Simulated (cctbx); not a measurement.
**CeTiAl with cctbx, script by script**

Library: cctbx 2025.11. The data are simulated by the first script.

## 1. Simulate the data

run.py:

```python
from cctbx import adptbx, crystal, miller, sgtbx, xray
from cctbx.array_family import flex
from iotbx.shelx import hklf
from scitbx import matrix
import scitbx.random

cs = crystal.symmetry(unit_cell=(7.281, 4.624, 7.55, 90, 90.46, 90), space_group_symbol='Hall: -P 2yb')  # P2_1/m
atoms = [  # label, site, U (iso, or U11 U22 U33 U12 U13 U23 in A^2), occupancy
    ("Ce1", (0.5289, 0.25, 0.689), (0.0198, 0.0168, 0.0094, 0.0000, -0.0026, 0.0000), 1),
    ("Ce2", (0.9765, 0.75, 0.1971), (0.0130, 0.0088, 0.0119, 0.0000, 0.0039, 0.0000), 1),
    ("Ti1", (0.68, 0.25, 0.0867), (0.0109, 0.0094, 0.0151, 0.0000, 0.0025, 0.0000), 1),
    ("Ti2", (0.8266, 0.75, 0.5908), (0.0118, 0.0130, 0.0102, 0.0000, -0.0014, 0.0000), 1),
    ("Al1", (0.2929, 0.25, 0.0833), (0.0161, 0.0348, 0.0195, 0.0000, 0.0014, 0.0000), 1),
    ("Al2", (0.2061, 0.75, 0.5811), (0.0188, 0.0180, 0.0242, 0.0000, 0.0007, 0.0000), 1),
]
xs = xray.structure(crystal_symmetry=cs)
for label, site, u, occ in atoms:
    u = adptbx.u_cif_as_u_star(cs.unit_cell(), u) if isinstance(u, tuple) else u
    xs.add_scatterer(xray.scatterer(label, site=site, u=u, occupancy=occ))
xs.set_inelastic_form_factors(1.54184, "sasaki")
xs.show_summary()
p1 = xs.expand_to_p1()
ms = miller.build_set(p1, anomalous_flag=True, d_min=0.8)
flex.set_random_seed(440906)
scitbx.random.set_random_seed(440906)
ms = ms.select(flex.random_double(ms.size()) < 0.95)
i = ms.structure_factors_from_scatterers(p1, algorithm="direct").f_calc().as_intensity_array().data()
i = i * 5000 / flex.max(i)
sig = flex.sqrt(i + flex.pow2(0.06 * i) + 4 ** 2)
noise = scitbx.random.variate(scitbx.random.normal_distribution())(i.size())
data = ms.array(data=i + sig * noise, sigmas=sig).set_observation_type_xray_intensity()
with open("data.hkl", "w") as f:
    data.export_as_shelx_hklf(f)
print("reflections written:", data.size(), " <I/sigma> = %.1f" % flex.mean(data.data() / data.sigmas()))
for h, a, b in list(data.sort("data"))[:12]:
    print("%4d%4d%4d %9.1f %7.1f" % (h + (a, b)))
```

```console
$ python run.py
```

```text
Number of scatterers: 6
At special positions: 6
Unit cell: (7.281, 4.624, 7.55, 90, 90.46, 90)
Space group: P 1 21/m 1 (No. 11)
reflections written: 1980  <I/sigma> = 7.4
   0   2   0    4784.5   308.2
   0  -2   0    4526.5   308.2
  -2   1  -1    3000.0   176.4
   2  -1   1    2970.6   176.4
  -2  -1  -1    2961.3   176.4
  -2   1   1    2813.1   164.6
   2   1   1    2808.7   176.4
  -2  -1   1    2594.0   164.6
   2   1  -1    2579.4   164.6
   2  -1  -1    2525.5   164.6
   0   1   3    2169.0   135.2
   0  -1   3    2159.3   135.2
```

Run time: 0.38 s on 1 thread of Arm Neoverse N1 (shared host), peak memory 0.07 GiB.

## 2. Symmetry

run.py:

```python
from cctbx import crystal, sgtbx, statistics
from cctbx.array_family import flex
from iotbx.shelx import hklf

p1 = crystal.symmetry(unit_cell=(7.281, 4.624, 7.55, 90, 90.46, 90), space_group_symbol="P 1")
raw = hklf.reader(file_name="data.hkl").as_miller_arrays(crystal_symmetry=p1, anomalous=True)[0]
print(raw.size(), "reflections to d = %.3f A" % raw.d_min())
isig = raw.data() / raw.sigmas()
print("centring   violations  <I/sigma> of those")
best = "P"
for c in "ABCIRF":
    a = raw.customized_copy(space_group_info=sgtbx.space_group_info("Hall: %s 1" % c)).sys_absent_flags().data()
    m = flex.mean(isig.select(a))
    print("%5s %10d of %5d %8.1f" % (c, (isig.select(a) > 4).count(True), a.count(True), m))
    if (isig.select(a) > 4).count(True) < 0.01 * a.count(True):
        best = c
raw = raw.select(~raw.customized_copy(space_group_info=sgtbx.space_group_info("Hall: %s 1" % best)).sys_absent_flags().data())
isig = raw.data() / raw.sigmas()
rows = []
for s in sgtbx.space_group_symbol_iterator():
    g = sgtbx.space_group(s)
    if g.conventional_centring_type_symbol() != best or not g.is_compatible_unit_cell(p1.unit_cell(), 1e-3, 0.02):
        continue
    rows.append((s, g))
print("Laue class    unique    Rint  (classes that these axes allow; Friedel mates merged)")
rint = {}
for s, g in rows:
    laue = g.build_derived_patterson_group()
    key = laue.type().hall_symbol()
    if key not in rint:
        m = raw.customized_copy(space_group_info=laue.info(), anomalous_flag=False).merge_equivalents()
        rint[key] = m.r_int()
        print("%-14s %6d %7.3f" % (laue.type().lookup_symbol(), m.array().size(), m.r_int()))
floor = min(rint.values())
good = [(s, g) for s, g in rows if rint[g.build_derived_patterson_group().type().hall_symbol()] < 2 * floor + 0.03]
top = max(g.build_derived_patterson_group().order_z() for s, g in good)
print("space group    extra absences  I>4sigma  <I/sigma>")
for s, g in good:
    laue = g.build_derived_patterson_group()
    if laue.order_z() != top:
        continue
    a = raw.customized_copy(space_group_info=g.info()).sys_absent_flags().data()
    a &= ~raw.customized_copy(space_group_info=laue.info()).sys_absent_flags().data()
    bad = (isig.select(a) > 4).count(True)
    if bad <= 0.03 * a.count(True):
        print("%-16s %8d %10d %9s  %s" % (s.universal_hermann_mauguin(), a.count(True), bad, "%.1f" % flex.mean(isig.select(a)) if a.count(True) else "-", "centric" if g.is_centric() else "acentric"))
laue = max(good, key=lambda t: t[1].build_derived_patterson_group().order_z())[1].build_derived_patterson_group()
f = raw.customized_copy(space_group_info=laue.info(), anomalous_flag=False).merge_equivalents().array().eliminate_sys_absent().f_sq_as_f()
f.set_observation_type_xray_amplitude()
bins = max(3, min(8, f.size() // 12))
f.setup_binner(n_bins=bins)
w = statistics.wilson_plot(f, {e: n / laue.order_z() for e, n in {'Ce': 4.0, 'Ti': 4.0, 'Al': 4.0}.items()}, e_statistics=True)
print("Wilson B = %.2f A^2   <|E^2-1|> = %.3f (0.968 centric, 0.736 acentric)   E^2>4: %.1f %%" % (w.wilson_b, w.mean_e_sq_minus_1, w.percent_e_sq_gt_2))
print("shell (A)         n   <I/sigma>")
m = raw.customized_copy(space_group_info=laue.info(), anomalous_flag=False).merge_equivalents().array().eliminate_sys_absent()
for b in m.setup_binner(n_bins=bins).range_used():
    sel = m.binner().selection(b)
    print("%5.2f - %4.2f %6d %8.1f" % (min(m.binner().bin_d_range(b)[0] if m.binner().bin_d_range(b)[0] > 0 else 99, 99), m.binner().bin_d_range(b)[1], sel.count(True), flex.mean((m.data() / m.sigmas()).select(sel))))
```

```console
$ python run.py
```

```text
1980 reflections to d = 0.801 A
centring   violations  <I/sigma> of those
    A        648 of   978      7.3
    B        653 of   979      7.4
    C        675 of   995      7.5
    I        588 of   998      6.0
    R        882 of  1324      7.4
    F        988 of  1476      7.4
Laue class    unique    Rint  (classes that these axes allow; Friedel mates merged)
P -1             1041   0.048
P 1 2/m 1         591   0.056
space group    extra absences  I>4sigma  <I/sigma>
P 1 2 1                 0          0         -  acentric
P 1 21 1                4          0      -0.4  acentric
P 1 m 1                 0          0         -  acentric
P 1 2/m 1               0          0         -  centric
P 1 21/m 1              4          0      -0.4  centric
Wilson B = 1.08 A^2   <|E^2-1|> = 0.877 (0.968 centric, 0.736 acentric)   E^2>4: 3.2 %
shell (A)         n   <I/sigma>
 7.55 - 1.60     84     14.0
 1.60 - 1.27     71     13.5
 1.27 - 1.11     78     12.2
 1.11 - 1.01     74     14.5
 1.01 - 0.94     68     12.4
 0.94 - 0.88     72     12.0
 0.88 - 0.84     76      9.4
 0.84 - 0.80     68     10.6
```

Time: 0.4 s.

## 3. Charge flipping

run.py:

```python
import itertools
from cctbx import crystal, maptbx
from cctbx.array_family import flex
from iotbx.shelx import hklf
from smtbx.ab_initio import charge_flipping as cf

cs = crystal.symmetry(unit_cell=(7.281, 4.624, 7.55, 90, 90.46, 90), space_group_symbol='Hall: -P 2yb')  # P2_1/m
raw = hklf.reader(file_name="data.hkl").as_miller_arrays(crystal_symmetry=cs, anomalous=True)[0]
merged = raw.eliminate_sys_absent().merge_equivalents()
fo2 = merged.array().set_observation_type_xray_intensity()
f = fo2.average_bijvoet_mates().f_sq_as_f().resolution_filter(d_min=0.8)
p1 = f.expand_to_p1()
p1.setup_binner_counting_sorted(reflections_per_bin=max(40, p1.size() // 12))
work = p1.array(data=p1.data() / p1.amplitude_quasi_normalisations().data())
flex.set_random_seed(62703)
it = cf.weak_reflection_improved_iterator(delta=None, weak_reflection_fraction=0.1)
it.start(work, phases=flex.random_double(p1.size()) * 6.2832, f_000=0)
it.delta = 1.2 * it.rho_map.sigma()
print("cycle      R  skewness")
for n, st in enumerate(itertools.islice(it, 100)):
    if n % 8 == 0:
        print("%5d %6.3f %8.2f" % (n, st.r1_factor(), st.rho_map.skewness()))
rho = p1.phase_transfer(it.f_calc).fft_map().apply_volume_scaling()
polish = cf.low_density_elimination_iterator(constant_rho_c=rho.sigma())
polish.start(f_obs=p1, phases=it.f_calc, f_000=0)
for _ in range(8):
    next(polish)
print("origin shift          correlation  skewness")
maps = []
for fc, shift, cc in itertools.islice(cf.f_calc_symmetrisations(f, polish.f_calc, 0), 4):
    m = f.phase_transfer(fc).fft_map(symmetry_flags=maptbx.use_space_group_symmetry, resolution_factor=0.25).apply_sigma_scaling()
    maps.append((m.skewness(), cc, m))
    print("%6.3f %6.3f %6.3f %10.3f %9.2f" % (tuple(shift) + (cc, m.skewness())))
skew, cc, m = max((t for t in maps if t[1] > maps[0][1] - 0.04), key=lambda t: t[0])
print("taken: symmetry correlation %.3f, skewness %.2f" % (cc, skew))
peaks = m.peak_search(parameters=maptbx.peak_search_parameters(min_distance_sym_equiv=0.9, max_clusters=11)).all()
sps = cs.special_position_settings(min_distance_sym_equiv=0.5)
print("peak      x       y       z  mult  height/sigma")
for k, (x, h) in enumerate(zip(peaks.sites(), peaks.heights())):
    ss = sps.site_symmetry(x)
    print("Q%-3d %7.4f %7.4f %7.4f %4d %8.1f" % ((k + 1,) + tuple(t % 1 for t in ss.exact_site()) + (ss.multiplicity(), h)))
```

```console
$ python run.py
```

```text
cycle      R  skewness
    0  0.614     0.28
    8  0.531     1.84
   16  0.484     3.34
   24  0.487     3.15
   32  0.478     3.49
   40  0.468     3.32
   48  0.456     3.48
   56  0.439     3.24
   64  0.450     3.38
   72  0.443     3.57
   80  0.450     3.32
   88  0.447     3.09
   96  0.465     3.22
origin shift          correlation  skewness
 0.419  0.125  0.158      0.863      1.41
 0.001  0.123  0.334      0.844      1.77
 0.263  0.137  0.011      0.840      1.32
 0.353  0.128  0.195      0.828      1.29
taken: symmetry correlation 0.844, skewness 1.77
peak      x       y       z  mult  height/sigma
Q1    0.4400  0.7500  0.9429    2      9.0
Q2    0.4027  0.2500  0.7026    2      7.8
Q3    0.1417  0.2500  0.8013    2      7.3
Q4    0.0070  0.2500  0.4226    2      6.1
Q5    0.3740  0.7500  0.1047    2      5.8
Q6    0.1359  0.2500  0.0302    2      5.3
Q7    0.0872  0.7500  0.4082    2      5.1
Q8    0.1894  0.7500  0.5791    2      4.7
Q9    0.2259  0.7500  0.9208    2      4.3
Q10   0.3628  0.7500  0.7969    2      4.1
Q11   0.4222  0.2500  0.4535    2      4.1
```

Time: 0.47 s.

## 4. Refinement (model from the peaks)

run.py:

```python
import math
from cctbx import adptbx, crystal, maptbx, sgtbx, xray
from cctbx.array_family import flex
from cctbx.xray import observations
from iotbx.shelx import hklf
from scitbx.lstbx import normal_eqns_solving
from smtbx import absolute_structure, utils
from smtbx.refinement import constraints, least_squares

cs = crystal.symmetry(unit_cell=(7.281, 4.624, 7.55, 90, 90.46, 90), space_group_symbol='Hall: -P 2yb')  # P2_1/m
atoms = [  # label, site, U (iso, or U11 U22 U33 U12 U13 U23 in A^2), occupancy
    ("Ce1", (0.44, 0.75, 0.9429), 0.0200, 1),
    ("Ce2", (0.4027, 0.25, 0.7026), 0.0200, 1),
    ("Ti1", (0.1417, 0.25, 0.8013), 0.0200, 1),
    ("Ti2", (0.007, 0.25, 0.4226), 0.0200, 1),
    ("Al1", (0.374, 0.75, 0.1047), 0.0200, 1),
    ("Al2", (0.1359, 0.25, 0.0302), 0.0200, 1),
]
xs = xray.structure(crystal_symmetry=cs)
for label, site, u, occ in atoms:
    u = adptbx.u_cif_as_u_star(cs.unit_cell(), u) if isinstance(u, tuple) else u
    xs.add_scatterer(xray.scatterer(label, site=site, u=u, occupancy=occ))
xs.set_inelastic_form_factors(1.54184, "sasaki")
raw = hklf.reader(file_name="data.hkl").as_miller_arrays(crystal_symmetry=cs, anomalous=True)[0]
merged = raw.eliminate_sys_absent().merge_equivalents()
fo2 = merged.array().set_observation_type_xray_intensity()
print("Rint %.3f, %d unique reflections to %.2f A" % (merged.r_int(), fo2.size(), fo2.d_min()))
for sc in xs.scatterers():
    sc.flags.set_grad_site(True)
    sc.flags.set_grad_u_aniso(sc.flags.use_u_aniso())
    sc.flags.set_grad_u_iso(sc.flags.use_u_iso())
obs = fo2.as_xray_observations()
extra = {}
rep = constraints.reparametrisation(xs, [], utils.connectivity_table(xs), **extra)
ls = least_squares.crystallographic_ls(obs, rep, weighting_scheme=least_squares.mainstream_shelx_weighting(a=0, b=0))
print("cycle     R1     wR2    GooF  max shift (A)")
for cycle in range(6):
    ls.build_up()
    r1, wr2, goof = ls.r1_factor(cutoff_factor=2)[0], ls.wR2(), ls.goof()
    old = xs.sites_cart()
    normal_eqns_solving.levenberg_marquardt_iterations(ls, n_max_iterations=3, tau=0.0001, step_threshold=1e-7)
    big = flex.max((xs.sites_cart() - old).norms())
    print("%4d %7.4f %7.4f %7.3f %9.5f" % (cycle + 1, r1, wr2, goof, big))
    ls.build_up(objective_only=True)
    if abs(ls.wR2() - wr2) < 5e-5 and big < 5e-4:
        break
ls.build_up()
print("final R1 %.4f wR2 %.4f GooF %.3f  parameters %d  data/parameter %.1f" % (ls.r1_factor(cutoff_factor=2)[0], ls.wR2(), ls.goof(), ls.n_parameters, fo2.size() / ls.n_parameters))
cov = ls.covariance_matrix_and_annotations()
su = dict(zip(cov.annotations, (math.sqrt(max(v, 0)) for v in cov.matrix.matrix_packed_u_diagonal())))
a2 = cs.unit_cell().reciprocal_parameters()[0] ** -2
print("atom        x        y        z      Ueq    occ   su(xyz)  su(Uiso or U11)")
for sc in xs.scatterers():
    s = max(su.get(sc.label + k, 0) for k in (".x", ".y", ".z"))
    npd = "" if sc.is_positive_definite_u(cs.unit_cell()) else "  NPD"
    print("%-5s %8.5f %8.5f %8.5f %8.4f %6.3f %8.5f %7.4f%s" % ((sc.label,) + sc.site + (sc.u_iso_or_equiv(cs.unit_cell()), sc.occupancy, s, su.get(sc.label + ".uiso", su.get(sc.label + ".u11", 0) * a2), npd)))
fo = fo2.f_sq_as_f()
fc = fo.structure_factors_from_scatterers(xs, algorithm="direct").f_calc()
diff = fo.f_obs_minus_f_calc(1 / math.sqrt(ls.scale_factor()), fc).average_bijvoet_mates()
m = diff.fft_map(symmetry_flags=maptbx.use_space_group_symmetry, resolution_factor=0.25).apply_volume_scaling()
print("difference map: max %.2f min %.2f rms %.2f" % (m.statistics().max(), m.statistics().min(), m.statistics().sigma()))
peaks = m.peak_search(parameters=maptbx.peak_search_parameters(min_distance_sym_equiv=0.6, max_clusters=5)).all()
near = xs.closest_distances(peaks.sites(), distance_cutoff=4)
sps = cs.special_position_settings(min_distance_sym_equiv=0.5)
for k, (x, h) in enumerate(zip(peaks.sites(), peaks.heights())):
    ss = sps.site_symmetry(x)
    print("Q%-3d %7.4f %7.4f %7.4f %4d %7.2f  %.2f A from %s" % ((k + 1,) + tuple(t % 1 for t in ss.exact_site()) + (ss.multiplicity(), h, near.smallest_distances[k], xs.scatterers()[near.i_seqs[k]].label)))
```

```console
$ python run.py
```

```text
Rint 0.056, 588 unique reflections to 0.80 A
cycle     R1     wR2    GooF  max shift (A)
   1  0.8080  0.9686  14.924   0.29188
   2  0.8042  0.9678  14.911   0.76588
   3  0.7496  0.9469  14.590   0.51935
   4  0.7365  0.9399  14.482   0.23713
   5  0.7446  0.9441  14.547   0.13691
   6  0.7384  0.9409  14.497   0.15859
final R1 0.7879 wR2 0.9629 GooF 14.836  parameters 18  data/parameter 32.7
atom        x        y        z      Ueq    occ   su(xyz)  su(Uiso or U11)
Ce1    0.42984  0.75000  0.91493   0.0129  1.000  0.01020  0.0158
Ce2    0.41366  0.25000  0.71426   0.0079  1.000  0.00826  0.0141
Ti1    0.14599  0.25000  0.77064   0.0689  1.000  0.06280  0.1097
Ti2    0.09863  0.25000  0.37148   0.0281  1.000  0.03517  0.0460
Al1    0.38362  0.75000  0.16300   0.0229  1.000  0.06401  0.0821
Al2    0.07003  0.25000 -0.04738   0.0913  1.000  0.13770  0.2364
difference map: max 419.96 min -192.39 rms 35.27
Q1    0.4078  0.2500  0.7125    2  445.56  0.04 A from Ce2
Q2    0.0789  0.2500  0.9763    2  339.90  0.19 A from Al2
Q3    0.4252  0.7500  0.9039    2  309.66  0.09 A from Ce1
Q4    0.1459  0.2500  0.7778    2  297.24  0.05 A from Ti1
Q5    0.0494  0.2500  0.8022    2  233.55  0.74 A from Ti1
```

Time: 0.72 s.

Figures of merit this high mean that the model is still wrong or incomplete.

## 5. Charge flipping

run.py, as its changes from the last script of this kind:

```diff
@@ -13,3 +13,2 @@
-p1.setup_binner_counting_sorted(reflections_per_bin=max(40, p1.size() // 12))
-work = p1.array(data=p1.data() / p1.amplitude_quasi_normalisations().data())
-flex.set_random_seed(62703)
+work = p1
+flex.set_random_seed(62704)
@@ -20,2 +19,2 @@
-for n, st in enumerate(itertools.islice(it, 100)):
-    if n % 8 == 0:
+for n, st in enumerate(itertools.islice(it, 200)):
+    if n % 16 == 0:
```

```console
$ python run.py
```

```text
cycle      R  skewness
    0  0.579     0.28
   16  0.342     5.02
   32  0.315     4.74
   48  0.271     4.69
   64  0.285     4.48
   80  0.282     4.61
   96  0.276     4.60
  112  0.274     4.45
  128  0.276     4.53
  144  0.274     4.48
  160  0.268     4.40
  176  0.263     4.38
  192  0.260     4.56
origin shift          correlation  skewness
 0.387  0.453  0.328      0.843      1.11
 0.118  0.452  0.270      0.831      0.90
-0.013  0.456 -0.010      0.833      1.16
 0.240  0.455  0.454      0.834      1.26
taken: symmetry correlation 0.834, skewness 1.26
peak      x       y       z  mult  height/sigma
Q1    0.2845  0.7500  0.2193    2      6.0
Q2    0.2598  0.2500  0.8616    2      5.9
Q3    0.2172  0.2500  0.6016    2      5.8
Q4    0.0826  0.7500  0.3588    2      5.7
Q5    0.0421  0.2500  0.2591    2      5.0
Q6    0.0373  0.2500  0.0934    2      4.5
Q7    0.1528  0.6426  0.4362    4      4.5
Q8    0.2439  0.7500  0.0338    2      4.2
Q9    0.4586  0.7500  0.6247    2      4.2
Q10   0.4272  0.2500  0.5366    2      4.1
Q11   0.4854  0.5233  0.1938    4      3.9
```

Time: 0.53 s.

## 6. Refinement (model from the peaks)

run.py, as its changes from the last script of this kind:

```diff
@@ -12,6 +12,6 @@
-    ("Ce1", (0.44, 0.75, 0.9429), 0.0200, 1),
-    ("Ce2", (0.4027, 0.25, 0.7026), 0.0200, 1),
-    ("Ti1", (0.1417, 0.25, 0.8013), 0.0200, 1),
-    ("Ti2", (0.007, 0.25, 0.4226), 0.0200, 1),
-    ("Al1", (0.374, 0.75, 0.1047), 0.0200, 1),
-    ("Al2", (0.1359, 0.25, 0.0302), 0.0200, 1),
+    ("Ti1", (0.2845, 0.75, 0.2193), 0.0200, 1),
+    ("Ce1", (0.2598, 0.25, 0.8616), 0.0200, 1),
+    ("Ce2", (0.2172, 0.25, 0.6016), 0.0200, 1),
+    ("Ti2", (0.0826, 0.75, 0.3588), 0.0200, 1),
+    ("Al1", (0.0421, 0.25, 0.2591), 0.0200, 1),
+    ("Al2", (0.0373, 0.25, 0.0934), 0.0200, 1),
```

```console
$ python run.py
```

```text
Rint 0.056, 588 unique reflections to 0.80 A
cycle     R1     wR2    GooF  max shift (A)
   1  0.8222  0.9777  15.064   0.53448
   2  0.6720  0.9236  14.230   0.15161
   3  0.6692  0.9201  14.177   0.09497
   4  0.6645  0.9171  14.131   0.03369
   5  0.6659  0.9185  14.152   0.23853
   6  0.6625  0.9149  14.097   0.18219
final R1 0.7625 wR2 0.9599 GooF 14.790  parameters 18  data/parameter 32.7
atom        x        y        z      Ueq    occ   su(xyz)  su(Uiso or U11)
Ti1    0.27764  0.75000  0.23126   0.0732  1.000  0.06688  0.1070
Ce1    0.24798  0.25000  0.87684   0.0209  1.000  0.01160  0.0165
Ce2    0.19214  0.25000  0.63662   0.0169  1.000  0.01089  0.0144
Ti2    0.12022  0.75000  0.31912   0.0160  1.000  0.02843  0.0415
Al1   -0.02030  0.25000  0.25952   0.0242  1.000  0.05546  0.0779
Al2    0.04138  0.25000  0.02987   0.0487  1.000  0.07698  0.1241
difference map: max 410.84 min -202.59 rms 28.46
Q1    0.1966  0.2500  0.6322    2  418.51  0.05 A from Ce2
Q2    0.2520  0.2500  0.8742    2  365.09  0.04 A from Ce1
Q3    0.2788  0.7500  0.2490    2  295.47  0.13 A from Ti1
Q4    0.2812  0.7500  0.4736    2  173.88  1.65 A from Ti2
Q5    0.4447  0.7500  0.0726    2  133.16  1.71 A from Ti1
```

It took 0.77 s on 1 thread of Arm Neoverse N1 (shared host), peak memory 0.09 GiB.

Figures of merit this high mean that the model is still wrong or incomplete.

[Logs are printed without paths, hosts, clocks, repeated set-up lines and the standing remarks that a program may print on its own settings, such as how far it seeks lower states.]
